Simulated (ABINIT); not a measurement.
Computed results, one entry a study.

```
! title: A GW chain in ABINIT: Ca2H6Os (Fm-3m)
! method: RPA screening on PBEsol with spin-orbit coupling, plane waves, norm-conserving pseudopotentials (and 2 further levels or steps)
! program: ABINIT 10.8.3
! settings of one run: cutoff 33 Ha, PseudoDojo fully relativistic 0.4 standard, norm-conserving, ngkpt (2, 2, 2), nband 134, ecuteps 3.6 Ha, shiftk (0, 0, 0), symchi 1, awtr 1, frequency ppm, 2×2×2 k-mesh
! notes: The program’s warnings: Neglecting <n,k|[Vnl,iqr]|m,k> and nproc spkpt=  >= nkpt= * nsppol=. The cell and positions are those that the Materials Project relaxed with its own functionals (PBE, PBE+U or r2SCAN), kept fixed. Limits: screening head approximate; d states lean on the start. Only 2 of the mesh’s irreducible points were corrected, so a valley elsewhere could overtake. Bands and cutoff are finite, so the gap is not at the basis limit. The miss can reach some tenths of an eV and take either sign; the mesh is an error of its own. The 2×2×2 mesh is coarse for this cell, which bears on the long-range parts of exchange and screening.
! PBEsol gap: 2.45 eV, direct
! G0W0 gap on the mesh: 3.68 eV
! GW settings: 2×2×2 mesh, 134 bands, screening to 98 eV, Godby-Needs plasmon pole
! known limits: not at the basis limit; screening head approximate; d states lean on the start; coarse k mesh
CELL_PARAMETERS angstrom
0.00000 3.61482 3.61482
3.61482 0.00000 3.61482
3.61482 3.61482 0.00000
ATOMIC_POSITIONS crystal
Ca 0.25000 0.25000 0.25000
Ca 0.75000 0.75000 0.75000
H 0.76282 0.23718 0.23718
H 0.23718 0.76282 0.76282
H 0.23718 0.76282 0.23718
H 0.76282 0.23718 0.76282
H 0.23718 0.23718 0.76282
H 0.76282 0.76282 0.23718
Os 0.00000 0.00000 0.00000
```

[Paths, hosts, dates, memory and timing lines, banners, echoed tables and standing remarks are left out of the program output.]

[Logs are printed without paths, hosts, clocks, repeated set-up lines and the standing remarks that a program may print on its own settings, such as how far it seeks lower states.]

[Runs of the session that timed out or met a known fault of the program may be left out.]

[Hosts, paths, dates, database ids (printed as entryN), source tags and the programs' standing remarks are cut or masked in the printed files.]

[G0W0 gaps are taken among the corrected bands and points alone; a level outside them can change the order at an edge.]

[Where Ansatz stands beside ABINIT at settings called matched, ABINIT's density can come from a denser mesh and the files from another edition; pairs whose starting gaps differed by over 0.03 eV were left out, so agreement reads better than it is.]
